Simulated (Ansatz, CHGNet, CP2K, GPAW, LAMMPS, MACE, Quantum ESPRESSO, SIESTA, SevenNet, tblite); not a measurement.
## Finding the fault: CP2K, glassy 62SiO2-21B2O3-8Na2O-8MgO (mol %) (80 atoms)

Program: CP2K 2026.2, a calculation on a cell of 15 Si, 10 B, 4 Na, 2 Mg and 49 O, 12.0 Å³ an atom.

File input.inp:

```
&GLOBAL
  PROJECT cell
  RUN_TYPE ENERGY_FORCE
  PRINT_LEVEL LOW
&END GLOBAL
&FORCE_EVAL
  METHOD QS
  STRESS_TENSOR ANALYTICAL
  &DFT
    BASIS_SET_FILE_NAME BASIS_MOLOPT
    POTENTIAL_FILE_NAME GTH_POTENTIALS
    &MGRID
      CUTOFF 1200
      REL_CUTOFF 50
      NGRIDS 5
    &END MGRID
    &QS
      EPS_DEFAULT 1.0E-12
    &END QS
    &SCF
      SCF_GUESS ATOMIC
      EPS_SCF 1.0E-06
      MAX_SCF 25
      &OT
        MINIMIZER DIIS
        PRECONDITIONER FULL_ALL
        ENERGY_GAP 0.001
      &END OT
      &OUTER_SCF
        EPS_SCF 1.0E-06
        MAX_SCF 2
      &END OUTER_SCF
      &PRINT
        &RESTART OFF
        &END RESTART
      &END PRINT
    &END SCF
    &XC
      &XC_FUNCTIONAL PBE96
      &END XC_FUNCTIONAL
    &END XC
    &PRINT
      &MULLIKEN ON
      &END MULLIKEN
      &HIRSHFELD ON
        SHAPE_FUNCTION DENSITY
      &END HIRSHFELD
      &MO_CUBES
        NHOMO 1
        NLUMO 4
        WRITE_CUBE F
      &END MO_CUBES
    &END PRINT
  &END DFT
  &SUBSYS
    &CELL
      A 9.86421 0.00000 0.00000
      B 0.00000 9.86421 0.00000
      C 0.00000 0.00000 9.86421
    &END CELL
    &COORD
      SCALED
      Si 0.34378 0.03819 0.50832
      Si 0.01744 0.04948 0.28871
      Si 0.67708 0.32850 0.48430
      Si 0.90288 0.65090 0.10724
      Si 0.92557 0.44759 0.34335
      Si 0.42980 0.53790 0.45150
      Si 0.13729 0.57099 0.52649
      Si 0.70200 0.04741 0.18205
      Si 0.08236 0.14721 0.59032
      Si 0.19358 0.55296 0.04996
[... 66 atom lines left out ...]
      O 0.88224 0.83570 0.76258
      O 0.73583 0.95950 0.04205
      O 0.48364 0.00636 0.58803
      O 0.59361 0.43448 0.13143
    &END COORD
    &KIND Si
      BASIS_SET DZVP-MOLOPT-SR-GTH-q4
      POTENTIAL GTH-PBE-q4
    &END KIND
    &KIND B
      BASIS_SET DZVP-MOLOPT-SR-GTH-q3
      POTENTIAL GTH-PBE-q3
    &END KIND
    &KIND Na
      BASIS_SET DZVP-MOLOPT-SR-GTH-q9
      POTENTIAL GTH-PBE-q9
    &END KIND
    &KIND Mg
      BASIS_SET DZVP-MOLOPT-SR-GTH-q10
      POTENTIAL GTH-PBE-q10
    &END KIND
    &KIND O
      BASIS_SET DZVP-MOLOPT-SR-GTH-q6
      POTENTIAL GTH-PBE-q6
    &END KIND
  &END SUBSYS
  &PRINT
    &FORCES ON
    &END FORCES
    &STRESS_TENSOR ON
    &END STRESS_TENSOR
  &END PRINT
&END FORCE_EVAL
```

Started as:

```console
> OMP_NUM_THREADS=2 cp2k.psmp -i input.inp > output.txt
```

The log of the run:

```text
*   ___                                                                       *
 *  /   \                                                                      *
 * [ABORT]                                                                     *
 *  \___/                   invalid value for enumeration:PBE96                *
 *    |                                                                        *
 *  O/|                                                                        *
 * /| |                                                                        *
```

Elapsed: 0.69 s, on 2 threads of Arm Neoverse V2, shared host; peak memory 0.14 GiB.

Banners, paths, timers and routine set-up lines are dropped from the logs unmarked, and long logs keep their key lines alone; longer cuts are marked.

Q: Find the fault and mend it.

An unknown functional: functional pbe96. The sound run has functional pbe.

The program stopped at the start.

[Also dropped from logs without a mark: logging warnings of Python, and SIESTA's first energy breakdown and zero terms.]

[Logs are printed without paths, hosts, clocks, repeated set-up lines and the standing remarks that a program may print on its own settings, such as how far it seeks lower states.]

[Hosts, paths, dates, database ids (printed as entryN), source tags and the programs' standing remarks are cut or masked in the printed files.]
